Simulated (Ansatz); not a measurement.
# One crystal, many levels of theory: P2Ir (P2_1/c)

What gap does each level of theory give for P2Ir (P2_1/c), and in what time?

Calculated with Ansatz 0.2.0; density functionals, hybrids and G0W0, plane waves, PAW.

## (1) The starting structure

Symmetry: P2_1/c, No. 14, monoclinic system. Conventional cell: a = 5.772 Å, b = 5.807 Å, c = 5.872 Å, α = 90.00°, β = 111.25°, γ = 90.00°. P has 1 P at 2.22 Å and 3 Ir at 2.41 to 2.42 Å nearest. P has 1 P at 2.22 Å and 3 Ir at 2.33 to 2.35 Å nearest. Nearest to Ir lie 6 P at 2.33 to 2.42 Å. Farther neighbours are not listed.

The cell and positions are those that the Materials Project relaxed with its own functionals (PBE, PBE+U or r2SCAN), kept fixed. At the settings of the band run the largest force is still 0.26 eV/Å. Spin-orbit coupling is left out unless a step names it. The default PAW set here is soft_2. Its files were made with PBE.

## (2) LDA on the 4×4×4 mesh

Levels along a band path and on the mesh show where this functional puts the band edges.

This step: DFT, LDA, plane waves, PAW.

Input file input.yaml:

```yaml
crystal:
  lattice:
    - [5.7723350975, 0.0, 0.0]
    - [0.0, 5.80673151, 0.0]
    - [-2.1284997265, 0.0, 5.4731408836]
  atoms:
    - { symbol: P, position: [0.1580067, 0.88188186, 0.87028772] }
    - { symbol: P, position: [0.8419933, 0.38188186, 0.62971228] }
    - { symbol: P, position: [0.8419933, 0.11811814, 0.12971228] }
    - { symbol: P, position: [0.1580067, 0.61811814, 0.37028772] }
    - { symbol: P, position: [0.33432299, 0.37720527, 0.18854639] }
    - { symbol: P, position: [0.66567701, 0.87720527, 0.31145361] }
    - { symbol: P, position: [0.66567701, 0.62279473, 0.81145361] }
    - { symbol: P, position: [0.33432299, 0.12279473, 0.68854639] }
    - { symbol: Ir, position: [0.27186641, 0.49883041, 0.79157869] }
    - { symbol: Ir, position: [0.72813359, 0.99883041, 0.70842131] }
    - { symbol: Ir, position: [0.72813359, 0.50116959, 0.20842131] }
    - { symbol: Ir, position: [0.27186641, 0.00116959, 0.29157869] }
kpoints:
  mp_grid: { grid: [4, 4, 4] }
  band_path:
    path:
      - [0.0, 0.0, 0.0]
      - [0.0, 0.5, 0.0]
      - [0.0, 0.5, 0.5]
      - [0.0, 0.0, 0.5]
      - [0.0, 0.0, 0.0]
      - [-0.5, 0.0, 0.5]
      - [-0.5, 0.5, 0.5]
      - [0.0, 0.5, 0.0]
      - [-0.5, 0.5, 0.0]
      - [-0.5, 0.0, 0.0]
      - [0.0, 0.0, 0.0]
    npoints: 10
hamiltonian:
  xc: lda
scf:
  occupations: { method: fermi_dirac, width: 0.02 }
  n_extra_bands: 8
output:
  eigenvalues: true
  forces: true
  stress: true
```

Launch:

```
> ansatz run input.yaml --threads 24 --pin off --max-ram 82944MiB --backend cuda --events-out ev --progress --plain --runs-dir out --devices 1 --max-vram 78GiB
```

Numbers of over 12 decimals in the logs are rounded to 6 here.

Output:

```text
scf.n_extra_bands = 8 over 54 filled bands (N_el = 108.0): the run solves 62 bands
GPUs: using 1 of 1 available (devices: 1).
Engine: ansatz 0.2.0, aarch64-unknown-linux-gnu
Pseudopotentials: kind: paw
Pseudopotential: P, paw, valence charge 5, recommended cutoff 420 eV (normal), P.paw.azcp
Pseudopotential: Ir, paw, valence charge 17, recommended cutoff 420 eV (normal), Ir.paw.azcp
Functional definition: SPW92
  exchange = slater_x
  correlation = pw_c
device memory: the entry about to start is reckoned to put 4.0 GiB on a device that reports 111.4 GiB free (of which the cap on the GPU budget leaves the run 78.0 GiB)
GPU FFT provider: cuFFT
GPU libraries: cuBLAS 13.8.1, cuFFT 12.4.0, cuSOLVER 12.3.2
GPU matrix products: emulated (plane waves: as basis.precision tells), large ones in fixed point in workspaces of 1.00 GiB
Crystal: 12 atoms, lattice volume = 183.451 Å³
Basis set: ecut = 420 eV, 3599 PW (Γ)
Bands: 62, of which v1, the nominal top of the filled ones, is band 54 counted from 1 (53 counted from 0)
Symmetry: 4 space group operations
Space group: P21/c (ITA 14), of the structure as read, at distance tolerance 5.7e-5 Å
k-points: 30 of 64
Non-local potential: P, projectors of the file, l = 0: 2, l = 1: 2, l = 2: 2
Non-local potential: Ir, projectors of the file, l = 0: 3, l = 1: 2, l = 2: 2, l = 3: 1
PAW form: soft (Blöchl's): semilocal exchange-correlation on the pseudo side does not see the compensation charge
PAW frozen core: P, regenerated for the run's functional, and the local potential with it (the file was generated under x = pbe(κ = 0.804, μ = 0.219515), c = pbe(β = 0.066725))
PAW frozen core: Ir, regenerated for the run's functional, and the local potential with it (the file was generated under x = pbe(κ = 0.804, μ = 0.219515), c = pbe(β = 0.066725))
PAW one-centre angular grid: P, 110 points (default); XC on 64 Gauss nodes
PAW one-centre angular grid: Ir, 590 points (default); XC on 64 Gauss nodes
Initial density: superposition of atomic densities (neutral atoms: chi_scale 0, normalization atom), corrected by the library's trained network
Initial wavefunctions: pseudopotential atomic-orbital guess
GPU buffer pool allocated for 64000 grid points (all kernels)
GPU transforms: local potential and band sums: pruned to the plane-wave sphere, on 40×40×40
Functional: x = slater, c = lda
SCF iter   1: F=—  HF=-52471.018320 eV  |F-HF|=—  |Δ(HF+E_count)|=         —  Δρ=6.84e-3  dr2=5.32e-2  ethr=1.77e-3  ⟨swp⟩=7.5  Hψ=7889  notcnv=0
preconditioner: auto → Resta (q_TF=auto, 2.498 Å⁻¹)  ε∞=10.6  [insulator: Δε(μ)=0.625 eV  Ē_g=7.704 eV  σ=0.020 eV  W_gap=1.00  n_scr=52 (ndim 8)  ℏωp=23.9 eV  f_vac=0.000  D(μ)=0.00/eV (n_scr^D=0)  ε∞_Penn≈10.6]
SCF iter   2: F=—  HF=-52471.008487 eV  |F-HF|=—  |Δ(HF+E_count)|=   9.83e-3  Δρ=3.80e-3  dr2=1.55e-2  ethr=4.93e-5  ⟨swp⟩=2.6  Hψ=2973  notcnv=0  defer=60
SCF iter   3: F=—  HF=-52471.005248 eV  |F-HF|=—  |Δ(HF+E_count)|=   3.24e-3  Δρ=4.14e-4  dr2=3.49e-4  ethr=1.43e-5  ⟨swp⟩=2.1  Hψ=3031  notcnv=0  defer=60
SCF iter   4: F=—  HF=-52471.004743 eV  |F-HF|=—  |Δ(HF+E_count)|=   5.05e-4  Δρ=1.28e-4  dr2=2.12e-5  ethr=3.23e-7  ⟨swp⟩=2.0  Hψ=2730  notcnv=0  defer=60
SCF iter   5: F=—  HF=-52471.004919 eV  |F-HF|=—  |Δ(HF+E_count)|=   1.77e-4  Δρ=2.15e-5  dr2=7.60e-7  ethr=1.96e-8  ⟨swp⟩=2.5  Hψ=2962  notcnv=0  defer=60
SCF iter   6: F=-52471.004919 eV  HF=-52471.004919 eV  |F-HF|=1.81e-8  |Δ(HF+E_count)|=   3.95e-8  Δρ=5.21e-6  dr2=5.96e-8  ethr=9.26e-11  ⟨swp⟩=10.6  Hψ=7723  notcnv=0
SCF 1 converged in 6 iterations: F = -52471.004919 eV  dr2 = 5.96e-8
[...]
concurrent solve slots: 21 of 24 are kept, ahead of what memory takes: no pass of the eigensolver takes more rounds on 21
device memory: the entry about to start is reckoned to put 12.1 GiB on a device that reports 111.4 GiB free (of which the cap on the GPU budget leaves the run 78.0 GiB)
NSCF: frozen V_eff on 101 k-points
SCF converged after 6 iterations
Free energy (F): -52471.004919 eV
Harris-Foulkes:  -52471.004919 eV  (|F-HF|=1.81e-8)
Internal energy: -52471.004919 eV  (E = F + TS)
E sigma→0 (E₀):  -52471.004919 eV
Fermi energy:    14.083144 eV
--- Per-component energies (eV) ---
  E_band       = -822.399189
  E_kinetic    = 3074.107925
  E_local      = -8179.793421  (includes V_loc(G=0)·N_el)
  E_nonlocal   = 591.715185
  E_hartree    = 3205.438081
  E_xc         = -1565.589556
  E_vxc        = -1700.397711  (∫ρ·V_xc dr)
  E_paw        = -40132.715833  (= ΣΔE_a)
  E_vpaw       = -1018.918922  (= ΣTr[D̂ρ^β])
  E_aug_tail   = 0.000227  (compensation charges beyond the density's cutoff)
  E_ewald      = -9466.752748
  E_core_change = 2.585221  (= ΣΔE_core)
  E_smearing   = -0.000000  (= −TS)
  E_closure    = -0.000000  (closes the sum)
  Σ components = -52471.004919   (vs F -52471.004919, Δ=0.00e0)
--- Forces (eV/Å), atoms counted from 1 ---
  atom   1  P     -0.15975170    -0.16662963     0.10208580
  atom   2  P      0.15975170    -0.16662963    -0.10208580
  atom   3  P      0.15975170     0.16662963    -0.10208580
  atom   4  P     -0.15975170     0.16662963     0.10208580
  atom   5  P      0.14839672    -0.18538043    -0.09339278
  atom   6  P     -0.14839672    -0.18538043     0.09339278
  atom   7  P     -0.14839672     0.18538043     0.09339278
  atom   8  P      0.14839672     0.18538043    -0.09339278
  atom   9  Ir     0.05530496     0.02427043     0.04494058
  atom  10  Ir    -0.05530496     0.02427043    -0.04494058
  atom  11  Ir    -0.05530496    -0.02427043    -0.04494058
  atom  12  Ir     0.05530496    -0.02427043     0.04494058
  max |Σ_I F_I| component: 6.25e-17 eV/Å
--- Stress (GPa, compression-positive) ---
       -6.077711       0.000000      -0.507685
        0.000000      -6.045819       0.000000
       -0.507685       0.000000      -6.210054
  P = ⅓ Tr σ = -6.1112 GPa (-61.112 kbar)
--- Band table (eV; the first three rows and the last of 30) ---
  k-point 0: bands = [... 50 lower, 11.7532, 12.1566, 12.3436, 12.4760, 14.3842, 15.1850, 16.1156, 16.5011, ... 4 higher]
  k-point 1: bands = [... 50 lower, 11.9313, 12.0072, 12.5784, 12.9211, 14.6599, 15.1509, 16.1093, 16.2192, ... 4 higher]
  k-point 2: bands = [... 50 lower, 11.9370, 11.9370, 13.3082, 13.3082, 15.1219, 15.1219, 15.8258, 15.8258, ... 4 higher]
  k-point 29: bands = [... 50 lower, 12.9944, 12.9944, 13.7679, 13.7679, 15.3879, 15.3879, 16.1485, 16.1485, ... 4 higher]
```

The job ended after 1.9 s (1 × NVIDIA GB200 (shared by 2 runs) with 24 threads of Arm Neoverse V2, shared host; peak memory 1.1 GiB).

Reading the cycles: dr2 is the Hartree energy of the density residual (eV), the measure of convergence; HF is the Harris–Foulkes estimate of the energy, which meets the free energy F at convergence.

This step gave:

| Item | Value |
| --- | --- |
| pressure | -6.111 GPa |
| filled bands | 54 |
| gap | 0.6163 eV |
| valence top at | E |
| conduction bottom at | Γ |
| least direct gap | 1.526 eV |

Over mesh and path the gap is 0.616 eV, from k = (-0.500, 0.500, 0.500) to k = Γ. The least direct gap found is 1.526 eV, at k = (0.000, 0.500, 0.500). The pressure in this cell is -6 GPa; the cell is kept.

## (3) LDA+SOC on the 4×4×4 mesh

This run has two-component orbitals with spin-orbit coupling.

This step: DFT, LDA with spin-orbit coupling, plane waves, PAW.

input.yaml, as its differences from that of step 2:

```diff
@@ -26,10 +26,7 @@
       - [0.0, 0.0, 0.5]
-      - [0.0, 0.0, 0.0]
       - [-0.5, 0.0, 0.5]
       - [-0.5, 0.5, 0.5]
-      - [0.0, 0.5, 0.0]
       - [-0.5, 0.5, 0.0]
       - [-0.5, 0.0, 0.0]
-      - [0.0, 0.0, 0.0]
-    npoints: 10
+    npoints: 1
 hamiltonian:
@@ -38,3 +35,6 @@
   occupations: { method: fermi_dirac, width: 0.02 }
-  n_extra_bands: 8
+  n_extra_bands: 16
+magnetization:
+  noncollinear: true
+  spin_orbit: true
 output:
```

Output:

```text
[...]
GPUs: using 1 of 1 available (devices: 1).
[...]
non-collinear run that drives no moment, with spin-orbit: no starting moment large enough to seed its density (crystal.atoms[].spin), no starting occupations that ask for one, no magnetisation constraint and no magnetic field, so the semilocal B_xc is pinned to zero
[...]
Crystal: 12 atoms, lattice volume = 183.451 Å³
Basis set: ecut = 420 eV, 3599 PW (Γ)
Bands: 124, of which v1, the nominal top of the filled ones, is band 108 counted from 1 (107 counted from 0)
Symmetry: 4 space group operations + 4 with time reversal
[...]
k-points: 30 of 64
Projection manifold: j_resolved (fully-relativistic pseudo-atomic orbitals)
[...]
SCF iter   1: F=—  HF=-52594.496307 eV  |F-HF|=—  |Δ(HF+E_count)|=         —  Δρ=5.33e-2  dr2=3.32e0  dr2_m=0.00e0 (ungated)  ethr=3.10e-3  |M|=0.00e0 ∫|m|=0.00e0 μB  |m|>n=0.0e0 m-floor=0.0e0 τ_xc=0.0e0  β_m=0.30  ⟨swp⟩=6.1  Hψ=8450  notcnv=0  defer=16
[...]
spin=Noncollinear: Resta preconditioning applied to the charge; magnetization (m_x, m_y, m_z) channels mix plain (no charge-response kernel on spin).
SCF iter   2: F=—  HF=-52594.022311 eV  |F-HF|=—  |Δ(HF+E_count)|=   4.74e-1  Δρ=4.00e-2  dr2=1.90e0  dr2_m=0.00e0 (ungated)  ethr=3.07e-3  |M|=0.00e0 ∫|m|=0.00e0 μB  |m|>n=0.0e0 m-floor=0.0e0 τ_xc=0.0e0  β_m=0.65  ⟨swp⟩=1.0  Hψ=2160  notcnv=0  defer=26
[...]
SCF iter   5: F=—  HF=-52593.389673 eV  |F-HF|=—  |Δ(HF+E_count)|=   3.09e-4  Δρ=4.64e-4  dr2=4.86e-4  dr2_m=0.00e0 (ungated)  ethr=6.04e-6  |M|=0.00e0 ∫|m|=0.00e0 μB  |m|>n=0.0e0 m-floor=0.0e0 τ_xc=0.0e0  β_m=0.91  ⟨swp⟩=2.0  Hψ=2856  notcnv=0  defer=288
[...]
SCF 1 converged in 8 iterations: F = -52593.387616 eV  dr2 = 2.97e-8
[...]
SCF converged after 8 iterations
[...]
```

The job ended after 1.8 s (1 × NVIDIA GB200 (shared by 2 runs) with 24 threads; peak memory 1.4 GiB).

Numbers from this step:

* pressure: -6.098 GPa
* gap: 0.6147 eV
* valence top at: E
* conduction bottom at: Γ
* least direct gap: 1.421 eV

Over mesh and listed points the gap is 0.615 eV, from k = (-0.500, 0.500, 0.500) to k = Γ. The least direct gap found is 1.421 eV, at k = (0.000, 0.500, 0.500). The pressure in this cell is -6 GPa; the cell is kept. LDA+SOC against LDA: 0.615 − 0.616 = −0.001 eV, with the same mesh, set of files (read in its fully relativistic form for the spin-orbit run) and cutoff, and both edges at the same k points. The spin-orbit run sees mesh and listed points alone, so its gap is an upper bound: the coupling can move an edge off these points, and the change over the zone, its sign included where it is small, is not known.

## (4) r2SCAN on the 4×4×4 mesh

r2SCAN is a meta-GGA: it depends on the kinetic-energy density as well as on the density and its gradient.

This step: DFT, r2SCAN, plane waves, PAW.

input.yaml, as its differences from that of step 3:

```diff
@@ -32,9 +32,6 @@
 hamiltonian:
-  xc: lda
+  xc: r2scan
 scf:
-  occupations: { method: fermi_dirac, width: 0.02 }
-  n_extra_bands: 16
-magnetization:
-  noncollinear: true
-  spin_orbit: true
+  occupations: { method: fixed }
+  n_extra_bands: 8
 output:
```

Output:

```text
[...]
GPUs: using 1 of 1 available (devices: 1).
[...]
GPU FFT provider: cuFFT
GPU libraries: cuBLAS 13.8.1, cuFFT 12.4.0, cuSOLVER 12.3.2
[...]
Crystal: 12 atoms, lattice volume = 183.451 Å³
Basis set: ecut = 500 eV, 4651 PW (Γ), exchange–correlation on 180×180×180 points (64 copies of the dense FFT grid, shifted against one another)
[...]
k-point 0: bands = [... 50 lower, 11.7488, 12.1601, 12.4151, 12.5329, 14.5892, 15.4104, 16.5061, 16.8879, ... 4 higher]
  k-point 1: bands = [... 50 lower, 11.9348, 12.0309, 12.6333, 12.9802, 14.8950, 15.4052, 16.4959, 16.6133, ... 4 higher]
  k-point 2: bands = [... 50 lower, 11.9581, 11.9581, 13.3692, 13.3692, 15.3941, 15.3941, 16.2066, 16.2066, ... 4 higher]
  k-point 29: bands = [... 50 lower, 13.0481, 13.0481, 13.8724, 13.8724, 15.7883, 15.7883, 16.4476, 16.4476, ... 4 higher]
[key lines of the parts left out:]
SCF converged after 7 iterations
Free energy (F): -53878.151527 eV
Fermi energy:    13.872385 eV
P = ⅓ Tr σ = -0.3527 GPa (-3.527 kbar)
```

It took 1.6 s on 1 × NVIDIA GB200 (shared by 2 runs) with 24 threads; peak memory 1.2 GiB.

Numbers from this step:

```
pressure             : -0.3527 GPa
gap                  : 0.7169 eV
valence top at       : E
conduction bottom at : Γ
least direct gap     : 1.709 eV
```

Over mesh and listed points the gap is 0.717 eV, from k = (-0.500, 0.500, 0.500) to k = Γ. The least direct gap found is 1.709 eV, at k = (0.000, 0.500, 0.500). r2SCAN against LDA: 0.717 − 0.616 = +0.101 eV. The runs also differ in plane-wave cutoff (420 eV and 500 eV), so how much of this comes from the functional alone is not known.

## (5) HSE06 on the 4×4×4 mesh

HSE06 mixes in a quarter of exact exchange at short range.

This step: DFT, HSE06, plane waves, PAW.

input.yaml, as its differences from that of step 4:

```diff
@@ -32,3 +32,3 @@
 hamiltonian:
-  xc: r2scan
+  xc: hse06
 scf:
@@ -38,3 +38 @@
   eigenvalues: true
-  forces: true
-  stress: true
```

Output:

```text
[...]
GPUs: using 1 of 1 available (devices: 1).
[...]
davidson cushion auto → on  (no smearing: the cushion is to keep the highest requested band from converging to the state above it; pin scf.eigensolver.cushion to override)
[...]
Crystal: 12 atoms, lattice volume = 183.451 Å³
Basis set: ecut = 420 eV, 3599 PW (Γ)
Bands: 62, of which v1, the nominal top of the filled ones, is band 54 counted from 1 (53 counted from 0)
[...]
Fermi energy:    13.616611 eV
[...]
--- Band table (eV; the first three rows and the last of 30) ---
  k-point 0: bands = [... 50 lower, 11.2504, 11.5480, 11.9416, 12.0867, 14.7509, 15.6644, 16.6982, 17.1106, ... 4 higher]
  k-point 1: bands = [... 50 lower, 11.3299, 11.5488, 12.1711, 12.6262, 15.0323, 15.6142, 16.6972, 16.8397, ... 4 higher]
  k-point 2: bands = [... 50 lower, 11.5588, 11.5588, 13.0079, 13.0079, 15.5429, 15.5429, 16.4312, 16.4312, ... 4 higher]
  k-point 29: bands = [... 50 lower, 12.7037, 12.7037, 13.6166, 13.6166, 15.9874, 15.9874, 16.6994, 16.6994, ... 4 higher]
[key lines of the parts left out:]
Free energy (F): -53807.692384 eV
```

Wall time 12 s (1 × NVIDIA GB200 (shared by 2 runs) with 24 threads); peak memory 2.1 GiB.

This step gave:

```
gap                     : 1.134 eV
valence top at          : E
conduction bottom at    : Γ
least direct gap        : 2.174 eV
exact-exchange fraction : 0.25
```

Over mesh and listed points the gap is 1.134 eV, from k = (-0.500, 0.500, 0.500) to k = Γ. The least direct gap found is 2.174 eV, at k = (0.000, 0.500, 0.500). HSE06 against LDA: 1.134 − 0.616 = +0.518 eV, with the same mesh, files and cutoff, and both edges at the same k points.

## (6) PBE0 on the 4×4×4 mesh

PBE0 mixes in a quarter of exact exchange at all distances.

This step: DFT, PBE0, plane waves, PAW.

input.yaml, as its differences from that of step 5:

```diff
@@ -32,3 +32,3 @@
 hamiltonian:
-  xc: hse06
+  xc: pbe0
 scf:
```

Output:

```text
[...]
GPUs: using 1 of 1 available (devices: 1).
[...]
Crystal: 12 atoms, lattice volume = 183.451 Å³
Basis set: ecut = 420 eV, 3599 PW (Γ)
Bands: 62, of which v1, the nominal top of the filled ones, is band 54 counted from 1 (53 counted from 0)
Symmetry: 4 space group operations
[...]
k-points: 30 of 64
[...]
Fermi energy:    13.303690 eV
[...]
--- Band table (eV; the first three rows and the last of 30) ---
  k-point 0: bands = [... 50 lower, 10.8740, 11.1661, 11.5846, 11.7126, 15.0887, 16.0135, 17.0619, 17.4795, ... 4 higher]
  k-point 1: bands = [... 50 lower, 10.9409, 11.1810, 11.8057, 12.2775, 15.3761, 15.9590, 17.0599, 17.2038, ... 4 higher]
  k-point 2: bands = [... 50 lower, 11.1989, 11.1989, 12.6666, 12.6666, 15.8900, 15.8900, 16.7890, 16.7890, ... 4 higher]
  k-point 29: bands = [... 50 lower, 12.3587, 12.3587, 13.3037, 13.3037, 16.3254, 16.3254, 17.0629, 17.0629, ... 4 higher]
[key lines of the parts left out:]
Free energy (F): -53798.230706 eV
```

The job ended after 13 s (1 × NVIDIA GB200 (shared by 2 runs) with 24 threads; peak memory 2.1 GiB).

Numbers from this step:

```yaml
gap: 1.785 eV
valence_top_at: E
conduction_bottom_at: Γ
least_direct_gap: 2.846 eV
exact_exchange_fraction: 0.25
```

Over mesh and listed points the gap is 1.785 eV, from k = (-0.500, 0.500, 0.500) to k = Γ. The least direct gap found is 2.846 eV, at k = (0.000, 0.500, 0.500). PBE0 against HSE06: 1.785 − 1.134 = +0.651 eV, with the same mesh, files and cutoff, and both edges at the same k points.

(Continued in part 2 of 2.)

[Paths, hosts, dates, memory and timing lines, banners, echoed tables and standing remarks are left out of the program output.]

[Logs are printed without paths, hosts, clocks, repeated set-up lines and the standing remarks that a program may print on its own settings, such as how far it seeks lower states.]

[Runs of the session that timed out or met a known fault of the program may be left out.]

[Cells called generated may have been cut or substituted from an entry of the Crystallography Open Database or the Materials Project.]

[Hosts, paths, dates, database ids (printed as entryN), source tags and the programs' standing remarks are cut or masked in the printed files.]

[Where an RPA ε∞ is given, it is that of the G0W0 mesh and is not shown converged in it. Names of k-points follow the symmetry that the program found, which can be lower than the space group named. Band edges on a path are those of the sampled points; other points can move an edge, and change direct to indirect where valleys lie close.]

[Hybrid gaps are those of their k-mesh and are not shown converged in it.]
